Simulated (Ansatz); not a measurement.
# Al2CoW2, from a guessed structure to a relaxed one

This structure for Al2CoW2 is made up. Its elements were placed in a known structure type with a cell scaled to their sizes. What cell does the guess relax to, and how far off was it?

Calculated with Ansatz 0.2.0; DFT, PBEsol, plane-wave PAW, files of the set soft_1, scalar-relativistic, ferromagnetic start, cell and ions relaxed at zero pressure; PAW set soft_1.

## Step 1: The structure

The structure is orthorhombic, space group Immm (No. 71). The conventional cell has a = 3.505 Å, b = 5.093 Å, c = 7.978 Å, α = 90.00°, β = 90.00°, γ = 90.00°. Nearest to W lie 6 Al at 2.63 to 2.77 Å and 2 Co at 2.90 Å. Nearest to Co lie 4 Al at 2.33 Å and 4 W at 2.90 Å. Al has 1 Al at 2.02 Å and 2 Co at 2.33 Å and 6 W at 2.63 to 2.77 Å nearest. Farther neighbours are not listed.

## Step 2: Relaxing cell and atoms

The guess takes its coordinates from another compound and its volume from a rule, so the cell and any free coordinates are relaxed together.

input.yaml reads:

```yaml
crystal:
  lattice:
    - [-1.7525, 2.5465, 3.989]
    - [1.7525, -2.5465, 3.989]
    - [1.7525, 2.5465, -3.989]
  atoms:
    - { symbol: W, position: [0.7106, 0.2106, 0.5] }
    - { symbol: W, position: [0.2894, 0.7894, 0.5] }
    - { symbol: Co, position: [0.0, 0.0, 0.0], spin: 2.0 }
    - { symbol: Al, position: [0.6985, 0.5, 0.1985] }
    - { symbol: Al, position: [0.3015, 0.5, 0.8015] }
magnetization:
  spin_polarized: true
kpoints:
  mp_grid: { grid: [9, 9, 9] }
scf:
  occupations: { method: fermi_dirac, width: 0.05 }
hamiltonian:
  xc: pbesol
  pseudopotentials: { kind: paw, azcp: { folder: soft_1 }, xc_functional: pbe }
relax:
  f_tol: 0.015
  max_steps: 70
  cell: {}
output:
  forces: true
  stress: true
```

Started as:

```sh
$ ansatz run input.yaml --threads 4 --pin off --max-ram 8192MiB --backend cpu --events-out ev --progress --plain --runs-dir out
```

Numbers of over 12 decimals in the logs are rounded to 6 here.

The program printed:

```text
Engine: ansatz 0.2.0, x86_64-unknown-linux-gnu
Pseudopotentials: kind: paw
Pseudopotential: W, paw, valence charge 14, recommended cutoff 420 eV (normal), soft_1/W.paw.azcp
Pseudopotential: Co, paw, valence charge 17, recommended cutoff 420 eV (normal), soft_1/Co.paw.azcp
Pseudopotential: Al, paw, valence charge 3, recommended cutoff 420 eV (normal), soft_1/Al.paw.azcp
Functional definition: PBEsol
  exchange = pbesol_x
  correlation = pbesol_c
Crystal: 5 atoms, lattice volume = 71.207 Å³
Basis set: ecut = 420 eV, 1405 PW (Γ), exchange–correlation on 72×72×72 points (8 copies of the dense FFT grid, shifted against one another)
Bands: 32, of which v1, the nominal top of the filled ones, is band 26 counted from 1 (25 counted from 0)
Symmetry: 8 space group operations
Space group: Immm (ITA 71), of the structure as read, at distance tolerance 4.1e-5 Å
Magnetic group: BNS 71.533 (UNI 631), of the structure as read, at distance tolerance 4.1e-5 Å
k-points: 125 of 729
Non-local potential: W, projectors of the file, l = 0: 3, l = 1: 2, l = 2: 2, l = 3: 1
Non-local potential: Co, projectors of the file, l = 0: 3, l = 1: 2, l = 2: 3, l = 3: 1
Non-local potential: Al, projectors of the file, l = 0: 2, l = 1: 2, l = 2: 1
PAW form: soft (Blöchl's): semilocal exchange-correlation on the pseudo side does not see the compensation charge
PAW frozen core: W, regenerated for the run's functional, and the local potential with it (the file was generated under x = pbe(κ = 0.804, μ = 0.219515), c = pbe(β = 0.066725))
PAW frozen core: Co, regenerated for the run's functional, and the local potential with it (the file was generated under x = pbe(κ = 0.804, μ = 0.219515), c = pbe(β = 0.066725))
PAW frozen core: Al, regenerated for the run's functional, and the local potential with it (the file was generated under x = pbe(κ = 0.804, μ = 0.219515), c = pbe(β = 0.066725))
PAW one-centre angular grid: W, 590 points (default); XC on 64 Gauss nodes
PAW one-centre angular grid: Co, 590 points (default); XC on 64 Gauss nodes
PAW one-centre angular grid: Al, 110 points (default); XC on 64 Gauss nodes
Initial density: superposition of atomic densities (chi_scale 0.1, normalization cell, long waves kept (reshape's long-wave potential 0.00 eV rms))
Starting moments: Σ|m| = 2 μB on 1 of 5 sites
Initial wavefunctions: pseudopotential atomic-orbital guess
Functional: x = pbesol(κ = 0.804, μ = 0.123457), c = pbesol(β = 0.046)
SCF iter   1: F=—  HF=-26654.553577 eV  |F-HF|=—  |Δ(HF+E_count)|=         —  Δρ=9.03e-2 (↑5.06e-2 ↓9.03e-2)  dr2=1.86e1  dr2_m=4.28e-1  M=1.258 μB ∫|m|=1.571 μB  β_m=0.30  ethr=3.10e-3  ⟨swp⟩=6.5  Hψ=32668  notcnv=0
Mixer restart at iter 1: flushing history
preconditioner: auto → Kerker (q_TF=auto, 2.581 Å⁻¹)  [metal: Δε(μ)=0.001 eV  Ē_g=5.799 eV  σ=0.050 eV  W_gap=0.00  n_scr=16 (ndim 8)  ℏωp=22.9 eV  f_vac=0.000  D(μ)=3.26/eV (n_scr^D=28)]
spin=Collinear: Kerker preconditioning applied to the charge; magnetization (m = ρ↑ − ρ↓) channel mixes plain (no charge-response kernel on spin).
SCF iter   2: F=—  HF=-26655.414111 eV  |F-HF|=—  |Δ(HF+E_count)|=   8.61e-1  Δρ=4.17e-2 (↑2.73e-2 ↓4.17e-2)  dr2=4.89e0  dr2_m=2.71e-1  M=1.268 μB ∫|m|=1.562 μB  β_m=0.41  ethr=3.10e-3  ⟨swp⟩=2.9  Hψ=17768  notcnv=0  defer=142
SCF iter   3: F=—  HF=-26655.014213 eV  |F-HF|=—  |Δ(HF+E_count)|=   4.00e-1  Δρ=3.88e-2 (↑1.11e-2 ↓3.88e-2)  dr2=2.18e0  dr2_m=2.08e-1  M=1.122 μB ∫|m|=1.387 μB  β_m=0.44  ethr=3.10e-3  ⟨swp⟩=2.3  Hψ=14209  notcnv=0  defer=122
SCF iter   4: F=—  HF=-26655.124819 eV  |F-HF|=—  |Δ(HF+E_count)|=   1.11e-1  Δρ=1.91e-2 (↑1.91e-2 ↓1.05e-2)  dr2=1.26e-1  dr2_m=1.18e-1  M=0.966 μB ∫|m|=1.217 μB  β_m=0.72  ethr=3.10e-3  ⟨swp⟩=3.0  Hψ=13566  notcnv=0  defer=122
SCF iter   5: F=—  HF=-26655.220803 eV  |F-HF|=—  |Δ(HF+E_count)|=         —  Δρ=2.33e-2 (↑2.33e-2 ↓1.46e-2)  dr2=4.54e-2  dr2_m=2.34e-1  M=0.487 μB ∫|m|=0.659 μB  β_m=0.72  ethr=2.46e-4  ⟨swp⟩=2.8  Hψ=15994  notcnv=0  defer=87
Mixer restart at iter 5: flushing history
SCF iter   6: F=—  HF=-26655.231773 eV  |F-HF|=—  |Δ(HF+E_count)|=   1.10e-2  Δρ=2.01e-2 (↑6.36e-3 ↓2.01e-2)  dr2=9.44e-2  dr2_m=1.11e-1  M=0.367 μB ∫|m|=0.491 μB  β_m=0.86  ethr=8.91e-5  ⟨swp⟩=2.1  Hψ=15936  notcnv=0  defer=87
SCF iter   7: F=—  HF=-26655.269713 eV  |F-HF|=—  |Δ(HF+E_count)|=   3.79e-2  Δρ=2.30e-2 (↑2.30e-2 ↓6.56e-3)  dr2=4.13e-1  dr2_m=4.65e-2  M=0.275 μB ∫|m|=0.363 μB  β_m=0.54  ethr=8.91e-5  ⟨swp⟩=3.0  Hψ=18421  notcnv=0  defer=87
SCF iter   8: F=—  HF=-26655.220054 eV  |F-HF|=—  |Δ(HF+E_count)|=   4.97e-2  Δρ=5.23e-3 (↑2.87e-3 ↓5.23e-3)  dr2=4.04e-3  dr2_m=1.07e-2  M=0.147 μB ∫|m|=0.191 μB  β_m=0.79  ethr=8.91e-5  ⟨swp⟩=2.4  Hψ=16817  notcnv=0  defer=94
SCF iter   9: F=—  HF=-26655.219768 eV  |F-HF|=—  |Δ(HF+E_count)|=   2.86e-4  Δρ=9.93e-4 (↑9.93e-4 ↓2.40e-4)  dr2=3.30e-4  dr2_m=1.82e-4  M=0.027 μB ∫|m|=0.032 μB  β_m=0.90  ethr=7.93e-6  ⟨swp⟩=2.2  Hψ=14278  notcnv=0  defer=95
SCF iter  10: F=—  HF=-26655.220016 eV  |F-HF|=—  |Δ(HF+E_count)|=   2.48e-4  Δρ=9.56e-4 (↑9.56e-4 ↓4.16e-4)  dr2=9.83e-4  dr2_m=5.21e-5  M=0.011 μB ∫|m|=0.013 μB  β_m=0.90  ethr=6.48e-7  ⟨swp⟩=1.5  Hψ=9226  notcnv=0  defer=95
SCF iter  11: F=—  HF=-26655.220035 eV  |F-HF|=—  |Δ(HF+E_count)|=   1.96e-5  Δρ=5.69e-5 (↑5.69e-5 ↓4.66e-5)  dr2=1.58e-6  dr2_m=1.31e-6  M=0.004 μB ∫|m|=0.004 μB  β_m=0.95  ethr=6.48e-7  ⟨swp⟩=2.0  Hψ=12209  notcnv=0  defer=95
SCF iter  12: F=—  HF=-26655.220032 eV  |F-HF|=—  |Δ(HF+E_count)|=   3.58e-6  Δρ=1.85e-5 (↑1.53e-5 ↓1.85e-5)  dr2=2.07e-7  dr2_m=1.14e-7  M=0.001 μB ∫|m|=0.001 μB  β_m=0.90  ethr=3.10e-9  ⟨swp⟩=2.0  Hψ=14498  notcnv=0  defer=95
SCF iter  13: F=—  HF=-26655.220032 eV  |F-HF|=—  |Δ(HF+E_count)|=   5.02e-8  Δρ=8.31e-6 (↑8.31e-6 ↓4.62e-6)  dr2=5.64e-8  dr2_m=1.29e-8  M=0.000 μB ∫|m|=0.000 μB  β_m=0.95  ethr=4.07e-10  ⟨swp⟩=2.0  Hψ=14019  notcnv=0  defer=95
SCF iter  14: F=—  HF=-26655.220032 eV  |F-HF|=—  |Δ(HF+E_count)|=   2.12e-8  Δρ=1.76e-6 (↑1.76e-6 ↓1.29e-6)  dr2=5.28e-9  dr2_m=3.45e-10  M=0.000 μB ∫|m|=0.000 μB  β_m=0.98  ethr=1.11e-10  ⟨swp⟩=2.2  Hψ=11017  notcnv=0  defer=95
SCF iter  15: F=-26655.220032 eV  HF=-26655.220032 eV  |F-HF|=2.44e-10  |Δ(HF+E_count)|=  4.07e-10  Δρ=3.49e-7 (↑3.24e-7 ↓3.49e-7)  dr2=2.94e-10  dr2_m=1.49e-11  M=0.000 μB ∫|m|=0.000 μB  ethr=1.03e-11  ⟨swp⟩=1.0  Hψ=19705  notcnv=0
[...]
SCF 3 converged in 10 iterations: F = -26656.470317 eV  dr2 = 2.21e-8
relax step   3: F+E_penalty+E_count = -26656.47031685 eV  Δ(F+E_penalty+E_count) = -1.178e-1 eV  max|allowed force component| = 4.954e-1 eV/Å  Δτ_max = 0.0564 Å  P = -0.440 GPa  Ω = 69.318 Å³  energy of the carried Pulay correction = +6.989e-4 eV  (10 SCF iters, dr2 threshold 5.00e-7 eV, accepted)
[...]
relax step   4: F+E_penalty+E_count = -26656.48309798 eV  Δ(F+E_penalty+E_count) = -1.278e-2 eV  max|allowed force component| = 1.339e-2 eV/Å  Δτ_max = 0.0218 Å  P = +0.450 GPa  Ω = 69.082 Å³  energy of the carried Pulay correction = +7.874e-4 eV  (10 SCF iters, dr2 threshold 5.00e-7 eV, accepted)
[...]
relax step   5: F+E_penalty+E_count = -26656.48355806 eV  Δ(F+E_penalty+E_count) = -4.601e-4 eV  max|allowed force component| = 2.418e-3 eV/Å  Δτ_max = 0.0008 Å  P = +0.003 GPa  Ω = 69.235 Å³  energy of the carried Pulay correction = +7.299e-4 eV  (9 SCF iters, dr2 threshold 5.00e-7 eV, accepted)
Initial wavefunctions: pseudopotential atomic-orbital guess (no wavefunctions were taken with the density)
iter 1 solved again at ethr=5.74e-8 eV; its pass at ethr=3.10e-3 eV (dr2=2.93e-5 eV) is discarded
SCF iter   1: F=—  HF=-26656.483059 eV  |F-HF|=—  |Δ(HF+E_count)|=         —  Δρ=5.89e-5 (↑5.84e-5 ↓5.89e-5)  dr2=3.32e-6  dr2_m=1.50e-10  M=-0.000 μB ∫|m|=0.000 μB  β_m=0.65  ethr=5.74e-8  ⟨swp⟩=3.0  Hψ=53218  notcnv=0
preconditioner: auto → Kerker (q_TF=auto, 2.203 Å⁻¹)  [metal: Δε(μ)=0.018 eV  Ē_g=5.292 eV  σ=0.050 eV  W_gap=0.09  n_scr=14 (ndim 8)  ℏωp=23.2 eV  f_vac=0.000  D(μ)=3.76/eV (n_scr^D=36)]
spin=Collinear: Kerker preconditioning applied to the charge; magnetization (m = ρ↑ − ρ↓) channel mixes plain (no charge-response kernel on spin).
SCF iter   2: F=—  HF=-26656.483056 eV  |F-HF|=—  |Δ(HF+E_count)|=   3.47e-6  Δρ=1.98e-5 (↑1.98e-5 ↓1.97e-5)  dr2=1.31e-7  dr2_m=5.68e-11  M=-0.000 μB ∫|m|=0.000 μB  β_m=0.54  ethr=6.52e-9  ⟨swp⟩=2.0  Hψ=10410  notcnv=0
SCF iter   3: F=—  HF=-26656.483056 eV  |F-HF|=—  |Δ(HF+E_count)|=   3.27e-7  Δρ=1.03e-5 (↑9.93e-6 ↓1.03e-5)  dr2=1.04e-7  dr2_m=6.36e-11  M=-0.000 μB ∫|m|=0.000 μB  β_m=0.51  ethr=2.57e-10  ⟨swp⟩=2.0  Hψ=14549  notcnv=0
SCF iter   4: F=—  HF=-26656.483056 eV  |F-HF|=—  |Δ(HF+E_count)|=   1.38e-9  Δρ=6.77e-6 (↑6.77e-6 ↓6.31e-6)  dr2=7.90e-8  dr2_m=4.26e-11  M=-0.000 μB ∫|m|=0.000 μB  β_m=0.75  ethr=2.04e-10  ⟨swp⟩=2.0  Hψ=10766  notcnv=0
SCF iter   5: F=—  HF=-26656.483056 eV  |F-HF|=—  |Δ(HF+E_count)|=   2.68e-7  Δρ=8.02e-6 (↑8.02e-6 ↓7.66e-6)  dr2=1.56e-7  dr2_m=2.17e-11  M=-0.000 μB ∫|m|=0.000 μB  β_m=0.88  ethr=1.55e-10  ⟨swp⟩=2.0  Hψ=9914  notcnv=0
SCF iter   6: F=—  HF=-26656.483056 eV  |F-HF|=—  |Δ(HF+E_count)|=   1.82e-7  Δρ=5.03e-6 (↑5.03e-6 ↓4.79e-6)  dr2=6.51e-8  dr2_m=9.60e-12  M=-0.000 μB ∫|m|=0.000 μB  β_m=0.94  ethr=1.55e-10  ⟨swp⟩=2.0  Hψ=11462  notcnv=0
SCF iter   7: F=—  HF=-26656.483056 eV  |F-HF|=—  |Δ(HF+E_count)|=   6.97e-8  Δρ=1.39e-6 (↑1.39e-6 ↓1.27e-6)  dr2=4.88e-9  dr2_m=2.09e-12  M=-0.000 μB ∫|m|=0.000 μB  β_m=0.91  ethr=1.28e-10  ⟨swp⟩=2.0  Hψ=11505  notcnv=0
SCF iter   8: F=—  HF=-26656.483056 eV  |F-HF|=—  |Δ(HF+E_count)|=   4.75e-9  Δρ=5.78e-8 (↑5.78e-8 ↓2.93e-8)  dr2=1.71e-12  dr2_m=7.58e-13  M=-0.000 μB ∫|m|=0.000 μB  β_m=0.96  ethr=9.57e-12  ⟨swp⟩=2.1  Hψ=13567  notcnv=0
SCF iter   9: F=—  HF=-26656.483056 eV  |F-HF|=—  |Δ(HF+E_count)|=  3.64e-12  Δρ=9.05e-8 (↑5.11e-8 ↓9.05e-8)  dr2=1.43e-11  dr2_m=2.59e-13  M=-0.000 μB ∫|m|=0.000 μB  β_m=0.96  ethr=1.00e-12  ⟨swp⟩=1.0  Hψ=8000  notcnv=0
SCF iter  10: F=—  HF=-26656.483056 eV  |F-HF|=—  |Δ(HF+E_count)|=  2.18e-11  Δρ=3.68e-8 (↑3.68e-8 ↓1.94e-8)  dr2=2.13e-12  dr2_m=5.10e-14  M=-0.000 μB ∫|m|=0.000 μB  β_m=0.98  ethr=1.00e-12  ⟨swp⟩=2.0  Hψ=9314  notcnv=0
SCF iter  11: F=-26656.483056 eV  HF=-26656.483056 eV  |F-HF|=2.91e-11  |Δ(HF+E_count)|=    0.00e0  Δρ=1.15e-7 (↑1.15e-7 ↓1.12e-7)  dr2=3.70e-11  dr2_m=1.50e-15  M=-0.000 μB ∫|m|=0.000 μB  ethr=1.00e-12  ⟨swp⟩=2.0  Hψ=22147  notcnv=0
the starting moments were not kept: the SCF closed with an absolute magnetisation of 1.5e-7 μB, where they sum to 2 μB in size (1 site). That is at most 0.1 of that sum. Measured as dr2_m measures the in/out step, that magnetisation stands 3.4e-14 eV from none, at or under the dr2_threshold of 5.0e-11 eV: it is no larger than a step whose dr2_m would equal this threshold.
SCF 6 converged in 11 iterations: F = -26656.483056 eV  dr2 = 3.70e-11
relax step   6: F+E_penalty+E_count = -26656.48305638 eV  Δ(F+E_penalty+E_count) = +5.017e-4 eV  max|allowed force component| = 2.340e-3 eV/Å  Δτ_max = 0.0000 Å  P = +0.003 GPa  Ω = 69.235 Å³  stress off target by 1.73e-2 GPa  SCF on the basis re-selected at this cell (its energy is not comparable with the rows above)  (11 SCF iters)
basis re-selected at this cell: Δ(F+E_penalty+E_count) = +5.017e-4 eV, ΔP = +0.000 GPa vs the last step (what re-selecting the basis moved, of the pressure what is left beyond the Pulay correction that the steps carried, after the strain that the cell walked since its last selection, with what the two solves' SCF thresholds leave and, on support functions, any second-order correction that the steps lacked; it is no m [...]
SCF converged after 11 iterations
Magnetization: -0.0000 μB (25.5000 up, 25.5000 down)
Absolute magnetization: 0.0000 μB (∫|ρ↑−ρ↓|, with the PAW one-centre terms)
Spin contamination: 0.0000 ħ² per cell (⟨S²⟩ above its minimum at these occupations)
Per-site moments (μB) at R_I (Å): [(-3.4706284535424204e-9, 1.087715), (-3.470628306900993e-9, 1.087715), (-1.1519678093235444e-7, 0.921362), (6.16413389381673e-10, 0.921362), (6.164133490312999e-10, 0.921362)]
Free energy (F): -26656.483056 eV
Harris-Foulkes:  -26656.483056 eV  (|F-HF|=2.91e-11)
Internal energy: -26656.452397 eV  (E = F + TS)
E sigma→0 (E₀):  -26656.467727 eV
Entropy (-TS):   -0.030660 eV (-6.132 meV/atom)
Fermi energy:    16.385627 eV
--- Per-component energies (eV) ---
  E_band       = -535.889928
  E_kinetic    = 1187.246862
  E_local      = -5102.732945  (includes V_loc(G=0)·N_el)
  E_nonlocal   = 417.589833
  E_hartree    = 2250.456802
  E_xc         = -700.432807
  E_vxc        = -641.963023  (∫ρ·V_xc dr)
  E_paw        = -19359.463987  (= ΣΔE_a)
  E_vpaw       = -896.944101  (= ΣTr[D̂ρ^β])
  E_aug_tail   = 0.000258  (compensation charges beyond the density's cutoff)
  E_ewald      = -5349.786826
  E_core_change = 0.670413  (= ΣΔE_core)
  E_smearing   = -0.030660  (= −TS)
  E_closure    = 0.000000  (closes the sum)
  Σ components = -26656.483056   (vs F -26656.483056, Δ=0.00e0)
--- Forces (eV/Å), atoms counted from 1 ---
  atom   1  W      0.00000000     0.00000000    -0.00233974
  atom   2  W     -0.00000000    -0.00000000     0.00233974
  atom   3  Co     0.00000000    -0.00000000    -0.00000000
  atom   4  Al    -0.00000000     0.00216098     0.00000000
  atom   5  Al     0.00000000    -0.00216098     0.00000000
  max |Σ_I F_I| component: 4.34e-19 eV/Å
--- Stress (GPa, compression-positive) ---
        0.017347      -0.000000       0.000000
       -0.000000       0.007128       0.000000
        0.000000       0.000000      -0.014348
  P = ⅓ Tr σ = 0.0034 GPa (0.034 kbar)
--- Relaxed structure (5 steps of the walk, 5 accepted, 1 SCFs on fresh bases) ---
  F+E_penalty+E_count = -26656.48305638 eV   max|allowed force component| = 2.340e-3 eV/Å   (the final SCF, on the basis selected at the relaxed cell)
  cell:  # Å, volume = 69.2353 Å³
    - [-1.795505, 2.523597, 3.819981]
    - [1.795505, -2.523597, 3.819981]
    - [1.795505, 2.523597, -3.819981]
  atoms:
    - { symbol: W, position: [0.701868, 0.201868, 0.500000] }
    - { symbol: W, position: [0.298132, 0.798132, 0.500000] }
    - { symbol: Co, position: [-2.458968614738322e-19, 0, -2.7035868035668387e-19] }
    - { symbol: Al, position: [0.736767, 0.500000, 0.236767] }
    - { symbol: Al, position: [0.263233, 0.5, 0.763233] }
```

Run time: 48 s. Hardware: 4 threads of AMD EPYC 7B13 (Zen 3), shared host; peak memory 0.8 GiB; 2.9 min of CPU time.

Step by step:

```tsv
step	energy less that of the first step (eV)	largest force component (eV/Å)	pressure (GPa)	volume (Å³)
1	0.0000	7.0980	-2.91	71.21
2	-1.1324	1.3839	2.19	68.54
3	-1.2503	0.4954	-0.44	69.32
4	-1.2631	0.0134	0.45	69.08
5	-1.2635	0.0024	0.00	69.24
6*	-1.2630	0.0023	0.00	69.24
```

Relaxation steps marked * repeat the geometry before them on a plane-wave basis chosen anew for their cell, so energy and pressure can jump there.

The run keeps the 8 symmetry operations that it works with, so distortions that break them were not tested.

```tsv
conventional cell, symmetrised	before	after	change
a (Å)	3.505	3.591	+2.5 %
b (Å)	5.093	5.047	-0.9 %
c (Å)	7.978	7.640	-4.2 %
volume (Å³/atom)	14.24	13.85	-2.8 %
```

The atoms that moved most (Å, as changes of fractional coordinates times the final cell):

```tsv
atom	dx	dy	dz	length
Al4	0.000	0.193	0.000	0.193
Al5	0.000	-0.193	0.000	0.193
W2	0.000	0.000	0.067	0.067
W1	0.000	0.000	-0.067	0.067
```

Final coordinates:

```
W Co Al
1.0
    -1.79551    2.52360    3.81998
     1.79551   -2.52360    3.81998
     1.79551    2.52360   -3.81998
W Co Al
2 1 2
Direct
  0.70187 0.20187 0.50000
  0.29813 0.79813 0.50000
  0.00000 0.00000 0.00000
  0.73677 0.50000 0.23677
  0.26323 0.50000 0.76323
```

This step gave:

| Quantity | Value |
| --- | --- |
| free energy | -26656.4831 eV |
| energy at zero smearing | -26656.4677 eV |
| smearing term TS | 0.03066 eV |
| Fermi energy | 16.39 eV |
| electrons | 51 |
| symmetry operations | 8 |
| pressure | 0.003376 GPa |

The shortest distance of each pair, which need not be the same contact before and after:

```tsv
pair	guess (Å)	relaxed (Å)
Al–Co	2.330	2.234
Al–Al	2.022	2.390
Al–W	2.630	2.637
Co–W	2.899	2.900
W–W	3.155	3.085
```

The relaxation ends with a largest force component of 0.0023 eV/Å and a pressure of 0.00 GPa. No moment survives the cycle: this start ends non-magnetic.

## Step 3: Summary of results

```
space group, relaxed : Immm
conventional cell    : a = 3.591, b = 5.047, c = 7.640 Å; α = 90.0°, β = 90.0°, γ = 90.0°
volume per atom      : 13.85 Å³ (guess 14.24)
total moment         : 0.00 μB in the cell of 5 atoms
```

What this shows: Al2CoW2 relaxes to Immm with a = 3.591, b = 5.047 and c = 7.640 Å. The guessed volume was 3 % too large. The space group Immm was held in the relaxation, so the end point is a stationary structure within it and may be a saddle against distortions or other arrangements. The moments died out from this one start and weren't seeded again at the relaxed cell. Mesh and cutoff weren't tested. Spin-orbit coupling is left out, which can matter for elements this heavy. No dispersion term is used, so weakly bound directions may come out too long. Nothing here tests whether the compound is stable against decomposition.

[Logs are printed without paths, hosts, clocks, repeated set-up lines and the standing remarks that a program may print on its own settings, such as how far it seeks lower states.]

[Hosts, paths, dates, database ids (printed as entryN), source tags and the programs' standing remarks are cut or masked in the printed files.]
